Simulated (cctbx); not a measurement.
**What resolution and counting buy: LiYbAg2I6**

Space group Fm-3m (no. 225), a = 11.8250 Å, b = 11.8250 Å, c = 11.8250 Å, α = 90.00°, β = 90.00°, γ = 90.00°.

```
atom  mult.    x    y       z  Ueq (Å²)
 Yb1      4    0    0       0    0.0175
  I1     24    0    0  0.7513    0.0189
 Ag1      8  1/4  3/4     3/4    0.0212
 Li1      4  1/2    0       0    0.0471
```

The model was made for the exercise: a known structure type with other elements put in, its volume estimated, not relaxed; displacement parameters are assumed.

Five simulated data sets (cctbx; Mo Kα, λ = 0.71073 Å; 6 % proportional error) differ in resolution or exposure (noise floor 4 counts in the first three, 8 in the last two). Each is refined with the right model, isotropic at 1.1 Å and anisotropic otherwise. How do the figures of merit and the uncertainties move?

```csv
d min (Å),top counts,"⟨I/σ⟩ (unmerged, absences included)",unique,param. (scale apart),Rint,R1,GooF,largest s.u. xyz (fractional),s.u. U of Li1 (Å²),largest error (Å)
1.1,70000,3.7,53,5,0.048,0.0083,1.96,0.00005,0.0156,0.0002
0.84,70000,3.3,103,6,0.045,0.0092,0.95,0.00001,0.0039,0.0000
0.6,70000,2.7,248,6,0.051,0.0073,0.90,0.00001,0.0023,0.0000
0.75,300,0.2,139,6,0.521,0.0777,0.94,0.00063,0.4741,0.0020
0.75,3000,0.8,139,6,0.120,0.0250,0.93,0.00008,0.0290,0.0008
```

GooF reaches 1.96 where the model lacks something that the data hold (anisotropy at the isotropic level, for one). The s.u. of U for Li1 goes 0.0156, 0.0039, 0.0023 Å² with resolution and 0.4741, 0.0290 Å² with exposure.

The 1.1 Å row also differs in its displacement model, so it isn't a clean test of resolution.

Hardware for the 0.6 Å refinement: 0.94 s on 1 thread of Arm Neoverse N1, with other jobs on the host, peak memory 0.1 GiB.

[Logs are printed without paths, hosts, clocks, repeated set-up lines and the standing remarks that a program may print on its own settings, such as how far it seeks lower states.]
